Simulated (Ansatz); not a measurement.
# Phonons of ZrZn (Pm-3m) against volume

Does ZrZn (Pm-3m) expand much on heating, by its phonons?

Main program and level: Ansatz 0.2.0; DFT PBEsol, scalar-relativistic, plane waves, PAW; PAW set soft_1.

## 1. Set-up

Symmetry: Pm-3m, No. 221, cubic system. Conventional cell: a = 3.293 Å, b = 3.293 Å, c = 3.293 Å, α = 90.00°, β = 90.00°, γ = 90.00°. Nearest to Zr lie 8 Zn at 2.85 Å. Nearest to Zn lie 8 Zr at 2.85 Å. Farther neighbours, and contacts between anions beyond the nearest, are not listed.

## 2. Response at finite wavevector

Stability and thermal properties need the whole zone. Linear response on a 4×4×4 q mesh gives force constants as far as a supercell of that size would.

input.yaml reads:

```yaml
crystal:
  lattice:
    - [3.2925263437, 0.0, 0.0]
    - [0.0, 3.2925263437, 0.0]
    - [0.0, 0.0, 3.2925263437]
  atoms:
    - { symbol: Zr, position: [0.5, 0.5, 0.5] }
    - { symbol: Zn, position: [0.0, 0.0, 0.0] }
kpoints:
  mp_grid: { grid: [12, 12, 12] }
hamiltonian:
  xc: pbesol
  pseudopotentials: { kind: paw, azcp: { folder: soft_1 }, xc_functional: pbe }
scf:
  occupations: { method: methfessel_paxton, width: 0.2 }
output:
  eigenvalues: true
phonons:
  method: dfpt
  qmesh: [4, 4, 4]
  temperatures: { t_max: 1000, t_step: 50 }
  qpath:
    path:
      - [[0.0, 0.0, 0.0], [0.0, 0.5, 0.0], [0.5, 0.5, 0.0], [0.0, 0.0, 0.0], [0.5, 0.5, 0.5], [0.0, 0.5, 0.0]]
      - [[0.5, 0.5, 0.5], [0.5, 0.5, 0.0]]
    npoints: 10
```

Run with:

```bash
$ ansatz run input.yaml --threads 4 --pin off --max-ram 10240MiB --backend cpu --events-out ev --progress --plain --runs-dir out
```

Output:

```text
Engine: ansatz 0.2.0, aarch64-unknown-linux-gnu
Pseudopotentials: kind: paw
Pseudopotential: Zr, paw, valence charge 12, recommended cutoff 420 eV (normal), soft_1/Zr.paw.azcp
Pseudopotential: Zn, paw, valence charge 12, recommended cutoff 420 eV (normal), soft_1/Zn.paw.azcp
Functional definition: PBEsol
  exchange = pbesol_x
  correlation = pbesol_c
Crystal: 2 atoms, lattice volume = 35.693 Å³
Basis set: ecut = 420 eV, 739 PW (Γ), exchange–correlation on 48×48×48 points (8 copies of the dense FFT grid, shifted against one another)
Bands: 16, of which v1, the nominal top of the filled ones, is band 12 counted from 1 (11 counted from 0)
Symmetry: 48 space group operations
k-points: 84 of 1728
Non-local potential: Zr, projectors of the file, l = 0: 3, l = 1: 2, l = 2: 2, l = 3: 1
Non-local potential: Zn, projectors of the file, l = 0: 2, l = 1: 2, l = 2: 3, l = 3: 1
PAW form: soft (Blöchl's): semilocal exchange-correlation on the pseudo side does not see the compensation charge
PAW frozen core: Zr, regenerated for the run's functional, and the local potential with it (the file was generated under x = pbe(κ = 0.804, μ = 0.219515), c = pbe(β = 0.066725))
PAW frozen core: Zn, regenerated for the run's functional, and the local potential with it (the file was generated under x = pbe(κ = 0.804, μ = 0.219515), c = pbe(β = 0.066725))
PAW one-centre angular grid: Zr, 590 points (default); XC on 64 Gauss nodes
PAW one-centre angular grid: Zn, 590 points (default); XC on 64 Gauss nodes
Initial density: superposition of atomic densities (chi_scale 0.1, normalization cell, long waves kept (reshape's long-wave potential 0.00 eV rms))
Initial wavefunctions: pseudopotential atomic-orbital guess
Functional: x = pbesol(κ = 0.804, μ = 0.123457), c = pbesol(β = 0.046)
SCF iter   1: F=—  HF=-7411.151504 eV  |F-HF|=—  |Δ(HF+E_count)|=         —  Δρ=1.26e-1  dr2=4.43e0  ethr=3.10e-3  ⟨swp⟩=5.1  Hψ=7240  notcnv=0
preconditioner: auto → none  [metal: Δε(μ)=0.087 eV  Ē_g=12.655 eV  σ=0.200 eV  W_gap=0.35  n_scr=6 (ndim 8)  ℏωp=29.2 eV  f_vac=0.000  D(μ)=0.51/eV (n_scr^D=0)  sad-step TF]
SCF iter   2: F=—  HF=-7410.453018 eV  |F-HF|=—  |Δ(HF+E_count)|=   6.98e-1  S|Δr|=    0.00e0  Δρ=5.00e-2  dr2=1.01e0  ethr=3.10e-3  ⟨swp⟩=2.0  Hψ=2985  notcnv=0
SCF iter   3: F=—  HF=-7410.181474 eV  |F-HF|=—  |Δ(HF+E_count)|=   2.72e-1  S|Δr|=    0.00e0  Δρ=1.41e-2  dr2=6.00e-2  ethr=3.10e-3  ⟨swp⟩=2.8  Hψ=2783  notcnv=0
SCF iter   4: F=—  HF=-7410.166441 eV  |F-HF|=—  |Δ(HF+E_count)|=   1.50e-2  S|Δr|=    0.00e0  Δρ=1.87e-3  dr2=7.39e-4  ethr=2.50e-4  ⟨swp⟩=2.0  Hψ=2440  notcnv=0
SCF iter   5: F=—  HF=-7410.167620 eV  |F-HF|=—  |Δ(HF+E_count)|=   1.18e-3  S|Δr|=    0.00e0  Δρ=1.96e-3  dr2=1.05e-3  ethr=3.08e-6  ⟨swp⟩=2.0  Hψ=2046  notcnv=0
SCF iter   6: F=—  HF=-7410.167394 eV  |F-HF|=—  |Δ(HF+E_count)|=   2.26e-4  S|Δr|=    0.00e0  Δρ=7.19e-4  dr2=1.25e-4  ethr=3.08e-6  ⟨swp⟩=2.6  Hψ=2114  notcnv=0
SCF iter   7: F=—  HF=-7410.167360 eV  |F-HF|=—  |Δ(HF+E_count)|=   3.42e-5  S|Δr|=    0.00e0  Δρ=1.77e-5  dr2=7.10e-8  ethr=5.21e-7  ⟨swp⟩=2.0  Hψ=1820  notcnv=0
SCF iter   8: F=—  HF=-7410.167361 eV  |F-HF|=—  |Δ(HF+E_count)|=   8.77e-7  S|Δr|=    0.00e0  Δρ=2.34e-5  dr2=1.73e-7  ethr=2.96e-10  ⟨swp⟩=2.8  Hψ=2497  notcnv=0
SCF iter   9: F=—  HF=-7410.167361 eV  |F-HF|=—  |Δ(HF+E_count)|=   4.56e-8  S|Δr|=    0.00e0  Δρ=3.08e-6  dr2=2.63e-9  ethr=2.96e-10  ⟨swp⟩=2.0  Hψ=2015  notcnv=0
SCF iter  10: F=-7410.167361 eV  HF=-7410.167361 eV  |F-HF|=1.82e-12  |Δ(HF+E_count)|=  6.18e-10  S|Δr|=    0.00e0  Δρ=1.05e-7  dr2=2.63e-12  ethr=1.00e-12  ⟨swp⟩=4.9  Hψ=6847  notcnv=0
SCF 1 converged in 10 iterations: F = -7410.167361 eV  dr2 = 2.63e-12
  greatest PAW one-centre occupation: 0.995 electrons in one spin orbital (limit 2), on the Zr atom at site 0 (counted from 0), in its partial waves of l = 0
Initial density: read from a saved state, or passed on in memory by an earlier SCF of this step, an earlier step, the calling program or the single point that the run made first
iter 1 solved again at ethr=7.24e-8 eV; its pass at ethr=3.10e-3 eV (dr2=1.74e-5 eV) is discarded
SCF iter   1: F=—  HF=-7410.167362 eV  |F-HF|=—  |Δ(HF+E_count)|=         —  Δρ=1.59e-7  dr2=1.32e-11  ethr=7.24e-8  ⟨swp⟩=3.0  Hψ=11042  notcnv=0
eigensolver tolerance schedule: the retry pair's looser diagonalisation over-reported the residual by 1316104.60 of it (diagonalisation noise at an unbounded share of the residual, at the tolerance the schedule requests for it); recorded, not acted on — ethr = c·dr2/N_el stays at c = 1.0e-1
preconditioner: auto → none  [metal: Δε(μ)=0.104 eV  Ē_g=13.905 eV  σ=0.200 eV  W_gap=0.42  n_scr=6 (ndim 8)  ℏωp=29.2 eV  f_vac=0.000  D(μ)=0.25/eV (n_scr^D=0)]
SCF iter   2: F=—  HF=-7410.167361 eV  |F-HF|=—  |Δ(HF+E_count)|=   5.73e-7  S|Δr|=    0.00e0  Δρ=1.51e-7  dr2=1.06e-11  ethr=1.00e-12  ⟨swp⟩=3.2  Hψ=3011  notcnv=0
SCF iter   3: F=-7410.167361 eV  HF=-7410.167361 eV  |F-HF|=1.82e-12  |Δ(HF+E_count)|=  5.46e-12  S|Δr|=    0.00e0  Δρ=8.28e-8  dr2=2.35e-12  ethr=1.00e-12  ⟨swp⟩=3.0  Hψ=3352  notcnv=0
SCF 2 converged in 3 iterations: F = -7410.167361 eV  dr2 = 2.35e-12
phonons: the bands overlap, so this run is a metal and interpolates without the dipole-dipole term. If the crystal is really an insulator or semiconductor, its LO-TO splitting is missing
NSCF: frozen V_eff on 84 k-points
NSCF: frozen V_eff on 196 k-points
DFPT response loops at q = (0, 0, 0) (fractional): preconditioner auto → Kerker (q_TF=auto, 2.554 Å⁻¹) (partly filled bands, converged f_vac=0.000); β = 1.00, the filter's whole step (`scf.mixing.beta` (0.50) is not read by the response loops under this deck's `scf.mixing.preconditioner`; to damp them name `kerker` or `kerker_dos`, under which they read `scf.mixing.beta`, and type it under 1.00, their step now; both keys bind the ground state too); Broyden in place of MSR1
NSCF: frozen V_eff on 1176 k-points
DFPT response loops at q = (0, 0, 0.25) (fractional): mixed as the last ones told, above
NSCF: frozen V_eff on 686 k-points
DFPT response loops at q = (0, 0, -0.5) (fractional): mixed as the last ones told, above
NSCF: frozen V_eff on 2016 k-points
DFPT response loops at q = (0, 0.25, 0.25) (fractional): mixed as the last ones told, above
NSCF: frozen V_eff on 1176 k-points
DFPT response loops at q = (0, 0.25, -0.5) (fractional): mixed as the last ones told, above
NSCF: frozen V_eff on 686 k-points
DFPT response loops at q = (0, -0.5, -0.5) (fractional): mixed as the last ones told, above
NSCF: frozen V_eff on 1872 k-points
DFPT response loops at q = (0.25, 0.25, 0.25) (fractional): mixed as the last ones told, above
NSCF: frozen V_eff on 2016 k-points
DFPT response loops at q = (0.25, 0.25, -0.5) (fractional): mixed as the last ones told, above
NSCF: frozen V_eff on 1176 k-points
DFPT response loops at q = (0.25, -0.5, -0.5) (fractional): mixed as the last ones told, above
NSCF: frozen V_eff on 392 k-points
DFPT response loops at q = (-0.5, -0.5, -0.5) (fractional): mixed as the last ones told, above
SCF converged after 10 iterations
Stability not checked: this state was not tested for a lower state beside it, because cold or Methfessel-Paxton smearing, or corrected tetrahedra, fill the levels in a way that the test cannot read (fill_not_monotonic; see scf.lower_state_search)
Free energy (F): -7410.167361 eV
Harris-Foulkes:  -7410.167361 eV  (|F-HF|=1.82e-12)
Internal energy: -7410.172765 eV  (E = F + TS)
E sigma→0 (E₀):  -7410.168712 eV
Entropy (-TS):   0.005404 eV (2.702 meV/atom)
Fermi energy:    13.620443 eV
--- Per-component energies (eV) ---
  E_band       = -17.511213
  E_kinetic    = 466.007842
  E_local      = -2325.246430  (includes V_loc(G=0)·N_el)
  E_nonlocal   = 891.674564
  E_hartree    = 847.734811
  E_xc         = -232.898821
  E_vxc        = -235.671592  (∫ρ·V_xc dr)
  E_paw        = -4766.511307  (= ΣΔE_a)
  E_vpaw       = -509.745013  (= ΣTr[D̂ρ^β])
  E_aug_tail   = -0.000276  (compensation charges beyond the density's cutoff)
  E_ewald      = -2291.896224
  E_core_change = 0.963077  (= ΣΔE_core)
  E_smearing   = 0.005404  (= −TS)
  E_closure    = 0.000000  (closes the sum)
  Σ components = -7410.167361   (vs F -7410.167361, Δ=0.00e0)
--- Band table (eV; the first three rows and the last of 84) ---
  k-point 0: bands = [... 8 lower, 6.6295, 6.6295, 12.6891, 12.6891, 17.2232, 17.2232, 17.2232, 19.2285]
  k-point 1: bands = [... 8 lower, 6.6265, 6.6325, 12.7044, 12.7094, 16.7766, 16.7766, 17.2263, 18.8078]
  k-point 2: bands = [... 8 lower, 6.6183, 6.6407, 12.6755, 12.7475, 16.0085, 16.0085, 17.2347, 18.0451]
  k-point 83: bands = [... 8 lower, 6.8709, 10.7634, 10.7634, 10.7634, 14.0709, 18.7803, 18.7803, 19.6583]
--- Phonons (Γ-DFPT): 2 representative perturbations + reference (Σ response iterations 7) ---
  ASR residual: 8.752e-5 → 0.000e0 eV/Å²; symmetrization residual: 7.408e-6 eV/Å²
  ASR residual per site (eV/Å²): 1.97e-5 8.75e-5
  Γ frequencies (cm⁻¹): 0.00 0.00 0.00 179.61 179.61 179.61
--- Phonons (arbitrary-q DFPT): 10 irreducible q on the 4×4×4 mesh ---
  q = [0.0000, 0.0000, 0.0000] (star 1, of the zone-centre solve; hermiticity 3.28e-6, symmetrization 5.53e-13): -0.00 -0.00 0.00 179.61 179.61 179.61
  q = [0.0000, 0.0000, 0.2500] (star 6, 4 solved perturbations in 1848 linear systems a pass and spin channel, the states on 588 of 1728 k-point pairs; hermiticity 1.68e-6, symmetrization 1.88e-13): 79.89 79.89 106.30 169.36 169.36 190.90
  q = [0.0000, 0.0000, -0.5000] (star 3, 4 solved perturbations in 1078 linear systems a pass and spin channel, the states on 343 of 1728 k-point pairs; hermiticity 2.73e-8, symmetrization 1.94e-8): 131.35 131.35 146.77 146.77 155.88 201.31
  q = [0.0000, 0.2500, 0.2500] (star 12, 4 solved perturbations in 3108 linear systems a pass and spin channel, the states on 1008 of 1728 k-point pairs; hermiticity 1.82e-6, symmetrization 1.81e-13): 46.31 101.13 142.89 163.27 171.46 217.59
  q = [0.0000, 0.2500, -0.5000] (star 12, 6 solved perturbations on 588 of 1728 k-point pairs; hermiticity 2.25e-6, symmetrization 9.66e-14): 85.43 105.26 114.33 147.87 219.57 232.03
  q = [0.0000, -0.5000, -0.5000] (star 3, 4 solved perturbations in 1078 linear systems a pass and spin channel, the states on 343 of 1728 k-point pairs; hermiticity 2.94e-6, symmetrization 4.37e-13): 60.37 60.37 91.08 149.18 254.14 254.14
  q = [0.2500, 0.2500, 0.2500] (star 8, 2 solved perturbations on 936 of 1728 k-point pairs; hermiticity 1.41e-6, symmetrization 1.50e-13): 98.01 98.01 105.67 196.33 204.99 204.99
  q = [0.2500, 0.2500, -0.5000] (star 12, 4 solved perturbations in 3108 linear systems a pass and spin channel, the states on 1008 of 1728 k-point pairs; hermiticity 1.74e-6, symmetrization 5.12e-14): 61.75 110.92 152.37 175.78 218.89 233.64
  q = [0.2500, -0.5000, -0.5000] (star 6, 4 solved perturbations in 1848 linear systems a pass and spin channel, the states on 588 of 1728 k-point pairs; hermiticity 2.11e-6, symmetrization 2.07e-13): 109.45 109.45 157.57 170.56 237.10 237.10
  q = [-0.5000, -0.5000, -0.5000] (star 1, 2 solved perturbations on 196 of 1728 k-point pairs; hermiticity 4.90e-14, symmetrization 1.73e-13): 160.45 160.45 160.45 205.58 205.58 205.58
  sum rule: each row above includes the acoustic sum rule's correction from the zone centre's row sums; it moved no ω² by more than (0.60 cm⁻¹)²
  mesh force constants: q→R imaginary residual 3.37e-18; ASR residual 8.752e-5 → 0.000e0 eV/Å²; symmetrization residual 3.553e-15 eV/Å²
  interpolated dispersion: 62 rows × 6 modes
  density of states and harmonic sums: on the 20×20×20 q-mesh, interpolated from the force constants of a 4×4×4 supercell (no non-analytic term)
  largest difference from the sums on the solved wave vectors: F 1.20e-2 eV, S 1.60e-5 and C_V 4.01e-6 eV/K
  zero-point energy: 0.055837 eV/cell   skipped modes (ω ≤ 0): 3   left out of the sums: 6.25e-5 of the cell's modes: C_V's classical limit lies that fraction below 3 k_B per atom; for a crystal, a wire or a layer, F and S can be off by more, and a phonons.interpolated_qmesh denser along its periods is the remedy for the sampling
```

Wall time 3.5 min (4 threads of Arm Neoverse V2, shared host); peak memory 1.7 GiB; 14 min of CPU time.

Read from the output:

```yaml
volume_per_atom: 17.85 Å³
gap_on_the_k_mesh: 0 eV
sum_rule_residual_before_enforcement: 8.75e-5 eV/Å²
lowest_frequency_on_the_path: 0 cm⁻¹
point_group: m-3m
highest_frequency_on_path_mesh_or_solved_points: 254.1 cm⁻¹
mean_frequency: 150.1 cm⁻¹
debye_temperature_second_moment: 298 K
logarithmic_mean_frequency: 138 cm⁻¹
highest_optical_mode_at_the_zone_centre_no_lo_to_term: 179.6 cm⁻¹
lowest_optical_zone_centre_mode: 179.6 cm⁻¹
lowest_mode_on_the_q_mesh_acoustic_modes_at_gamma_apart: 46.31 cm⁻¹
zero_point_energy_per_atom: 27.92 meV
heat_capacity_at_300_k: 23.76 J/(mol atoms K)
vibrational_entropy_at_300_k: 35.84 J/(mol atoms K)
```

Frequencies (cm⁻¹) solved at each irreducible wavevector; negative means imaginary. Frequencies by wavevector, by row:

| q in reciprocal lattice units | star | mode 1 | mode 2 | mode 3 | mode 4 | mode 5 | mode 6 |
| --- | --- | --- | --- | --- | --- | --- | --- |
| 0 0 0 | 1 | 0 | 0 | 0 | 179.6 | 179.6 | 179.6 |
| 0 0 0.25 | 6 | 79.9 | 79.9 | 106.3 | 169.4 | 169.4 | 190.9 |
| 0 0 -0.5 | 3 | 131.3 | 131.3 | 146.8 | 146.8 | 155.9 | 201.3 |
| 0 0.25 0.25 | 12 | 46.3 | 101.1 | 142.9 | 163.3 | 171.5 | 217.6 |
| 0 0.25 -0.5 | 12 | 85.4 | 105.3 | 114.3 | 147.9 | 219.6 | 232 |
| 0 -0.5 -0.5 | 3 | 60.4 | 60.4 | 91.1 | 149.2 | 254.1 | 254.1 |
| 0.25 0.25 0.25 | 8 | 98 | 98 | 105.7 | 196.3 | 205 | 205 |
| 0.25 0.25 -0.5 | 12 | 61.8 | 110.9 | 152.4 | 175.8 | 218.9 | 233.6 |
| 0.25 -0.5 -0.5 | 6 | 109.5 | 109.5 | 157.6 | 170.6 | 237.1 | 237.1 |
| -0.5 -0.5 -0.5 | 1 | 160.4 | 160.4 | 160.4 | 205.6 | 205.6 | 205.6 |

Symmetry leaves 10 wavevectors to solve. The lowest mode among them, the acoustic zeros apart, lies at q = (0, 0.25, 0.25) and is real, 46.3 cm⁻¹.

## 3. Relaxing at another volume, volume ratio 0.97

The volume is scaled by 0.97 and held; symmetry leaves nothing to relax, so this is a single point. The modes can then be followed against volume.

input.yaml, the sections that differ from step 2:

```yaml
crystal:
  lattice:
    - [3.2592662279, 0.0, 0.0]
    - [0.0, 3.2592662279, 0.0]
    - [0.0, 0.0, 3.2592662279]
  atoms:
    - { symbol: Zr, position: [0.5, 0.5, 0.5] }
    - { symbol: Zn, position: [0.0, 0.0, 0.0] }
output:
  forces: true
  stress: true
  eigenvalues: true
# kpoints, hamiltonian, scf: as in step 2
# phonons: removed
```

Output:

```text
[...]
Crystal: 2 atoms, lattice volume = 34.623 Å³
Basis set: ecut = 420 eV, 691 PW (Γ), exchange–correlation on 48×48×48 points (8 copies of the dense FFT grid, shifted against one another)
Bands: 16, of which v1, the nominal top of the filled ones, is band 12 counted from 1 (11 counted from 0)
Symmetry: 48 space group operations
[...]
k-points: 84 of 1728
[...]
--- Band table (eV; the first three rows and the last of 84) ---
  k-point 0: bands = [... 8 lower, 7.0714, 7.0714, 13.1552, 13.1552, 17.8610, 17.8610, 17.8610, 19.8672]
  k-point 1: bands = [... 8 lower, 7.0683, 7.0746, 13.1698, 13.1791, 17.3880, 17.3880, 17.8638, 19.4477]
  k-point 2: bands = [... 8 lower, 7.0601, 7.0834, 13.1550, 13.2109, 16.5843, 16.5843, 17.8716, 18.6819]
  k-point 83: bands = [... 8 lower, 7.3277, 11.1468, 11.1468, 11.1468, 14.6552, 19.4870, 19.4870, 20.3823]
[key lines of the parts left out:]
SCF converged after 9 iterations
Free energy (F): -7410.154759 eV
Fermi energy:    14.124874 eV
P = ⅓ Tr σ = 3.8617 GPa (38.617 kbar)
```

Wall time 0.89 s (4 threads); peak memory 0.35 GiB; 3 s of CPU time.

Numbers from this step:

```
pressure        : 3.862 GPa
volume per atom : 17.31 Å³
```

The run ends at a pressure of 3.86 GPa.

## 4. Phonons at the other volume, volume ratio 0.97

The phonons are repeated at this volume on the same meshes, so that differences come from the volume alone.

input.yaml, as its differences from that of step 3:

```diff
@@ -16,4 +16,11 @@
 output:
-  forces: true
-  stress: true
   eigenvalues: true
+phonons:
+  method: dfpt
+  qmesh: [4, 4, 4]
+  temperatures: { t_max: 1000, t_step: 50 }
+  qpath:
+    path:
+      - [[0.0, 0.0, 0.0], [0.0, 0.5, 0.0], [0.5, 0.5, 0.0], [0.0, 0.0, 0.0], [0.5, 0.5, 0.5], [0.0, 0.5, 0.0]]
+      - [[0.5, 0.5, 0.5], [0.5, 0.5, 0.0]]
+    npoints: 10
```

Output:

```text
[...]
Crystal: 2 atoms, lattice volume = 34.623 Å³
Basis set: ecut = 420 eV, 691 PW (Γ), exchange–correlation on 48×48×48 points (8 copies of the dense FFT grid, shifted against one another)
Bands: 16, of which v1, the nominal top of the filled ones, is band 12 counted from 1 (11 counted from 0)
Symmetry: 48 space group operations
k-points: 84 of 1728
[...]
SCF iter   1: F=—  HF=-7411.180836 eV  |F-HF|=—  |Δ(HF+E_count)|=         —  Δρ=1.31e-1  dr2=4.65e0  ethr=3.10e-3  ⟨swp⟩=5.1  Hψ=7251  notcnv=0
[...]
SCF iter  12: F=-7410.154759 eV  HF=-7410.154759 eV  |F-HF|=1.82e-12  |Δ(HF+E_count)|=  3.64e-12  S|Δr|=    0.00e0  Δρ=1.31e-8  dr2=2.81e-14  ethr=1.00e-12  ⟨swp⟩=5.0  Hψ=5395  notcnv=0
SCF 1 converged in 12 iterations: F = -7410.154759 eV  dr2 = 2.81e-14
[...]
SCF iter   3: F=-7410.154759 eV  HF=-7410.154759 eV  |F-HF|=4.55e-12  |Δ(HF+E_count)|=  3.64e-12  S|Δr|=    0.00e0  Δρ=9.35e-8  dr2=3.76e-12  ethr=1.00e-12  ⟨swp⟩=1.8  Hψ=3435  notcnv=0
SCF 2 converged in 3 iterations: F = -7410.154759 eV  dr2 = 3.76e-12
[...]
NSCF: frozen V_eff on 84 k-points
[...]
SCF converged after 12 iterations
[...]
Free energy (F): -7410.154759 eV
[...]
Internal energy: -7410.159697 eV  (E = F + TS)
E sigma→0 (E₀):  -7410.155994 eV
Entropy (-TS):   0.004937 eV (2.469 meV/atom)
Fermi energy:    14.124890 eV
[...]
--- Band table (eV; the first three rows and the last of 84) ---
  k-point 0: bands = [... 8 lower, 7.0711, 7.0711, 13.1552, 13.1552, 17.8610, 17.8610, 17.8610, 19.8672]
  k-point 1: bands = [... 8 lower, 7.0680, 7.0743, 13.1698, 13.1791, 17.3880, 17.3880, 17.8639, 19.4477]
  k-point 2: bands = [... 8 lower, 7.0598, 7.0831, 13.1550, 13.2109, 16.5843, 16.5843, 17.8717, 18.6819]
  k-point 83: bands = [... 8 lower, 7.3274, 11.1468, 11.1468, 11.1468, 14.6552, 19.4870, 19.4870, 20.3823]
[...]
ASR residual: 9.501e-5 → 0.000e0 eV/Å²; symmetrization residual: 7.157e-6 eV/Å²
  ASR residual per site (eV/Å²): 1.73e-5 9.50e-5
  Γ frequencies (cm⁻¹): 0.00 0.00 0.00 190.42 190.42 190.42
--- Phonons (arbitrary-q DFPT): 10 irreducible q on the 4×4×4 mesh ---
[...]
interpolated dispersion: 62 rows × 6 modes
[...]
```

Run time: 3.4 min. Hardware: 4 threads; peak memory 1.7 GiB; 13 min of CPU time.

Read from the output:

- sum-rule residual before enforcement: 9.50e-5 eV/Å²
- highest frequency on path, mesh or solved points: 267.2 cm⁻¹
- mean frequency: 157.2 cm⁻¹
- Debye temperature (second moment): 313 K
- logarithmic mean frequency: 144 cm⁻¹
- highest optical mode at the zone centre (no LO-TO term): 190.4 cm⁻¹
- lowest optical zone-centre mode: 190.4 cm⁻¹
- lowest mode on the q mesh (acoustic modes at Γ apart): 46.69 cm⁻¹
- zero-point energy per atom: 29.24 meV
- heat capacity at 300 K: 23.65 J/(mol atoms K)
- vibrational entropy at 300 K: 34.84 J/(mol atoms K)

Frequencies (cm⁻¹) solved at each irreducible wavevector; negative means imaginary. Frequencies by wavevector, by row:

| q in reciprocal lattice units | star | mode 1 | mode 2 | mode 3 | mode 4 | mode 5 | mode 6 |
| --- | --- | --- | --- | --- | --- | --- | --- |
| 0 0 0 | 1 | 0 | 0 | 0 | 190.4 | 190.4 | 190.4 |
| 0 0 0.25 | 6 | 82.8 | 82.8 | 111.5 | 179.1 | 179.1 | 200.8 |
| 0 0 -0.5 | 3 | 136.7 | 136.7 | 154.6 | 154.6 | 163.6 | 211.8 |
| 0 0.25 0.25 | 12 | 46.7 | 105.2 | 149.5 | 172.2 | 180 | 229.5 |
| 0 0.25 -0.5 | 12 | 87.7 | 109.1 | 119.1 | 155.8 | 230.5 | 244.1 |
| 0 -0.5 -0.5 | 3 | 59.4 | 59.4 | 94.7 | 157.1 | 267.2 | 267.2 |
| 0.25 0.25 0.25 | 8 | 102 | 102 | 109 | 205.7 | 215.9 | 215.9 |
| 0.25 0.25 -0.5 | 12 | 62.1 | 115.4 | 160.1 | 184.5 | 229.5 | 245.8 |
| 0.25 -0.5 -0.5 | 6 | 113.7 | 113.7 | 165 | 178.5 | 249.4 | 249.4 |
| -0.5 -0.5 -0.5 | 1 | 167.4 | 167.4 | 167.4 | 217 | 217 | 217 |

The highest optical mode at the zone centre (no LO-TO term) is 190.4 cm⁻¹, +10.8 cm⁻¹ against the base run.

(Continued in part 2 of 2.)

[Long decimals in the printed logs are rounded to 6 places.]

[Logs are printed without paths, hosts, clocks, repeated set-up lines and the standing remarks that a program may print on its own settings, such as how far it seeks lower states.]

[Hosts, paths, dates, database ids (printed as entryN), source tags and the programs' standing remarks are cut or masked in the printed files.]

[Where the starting crystal was built by hand or by swapping elements, it need not be the compound's stable phase.]
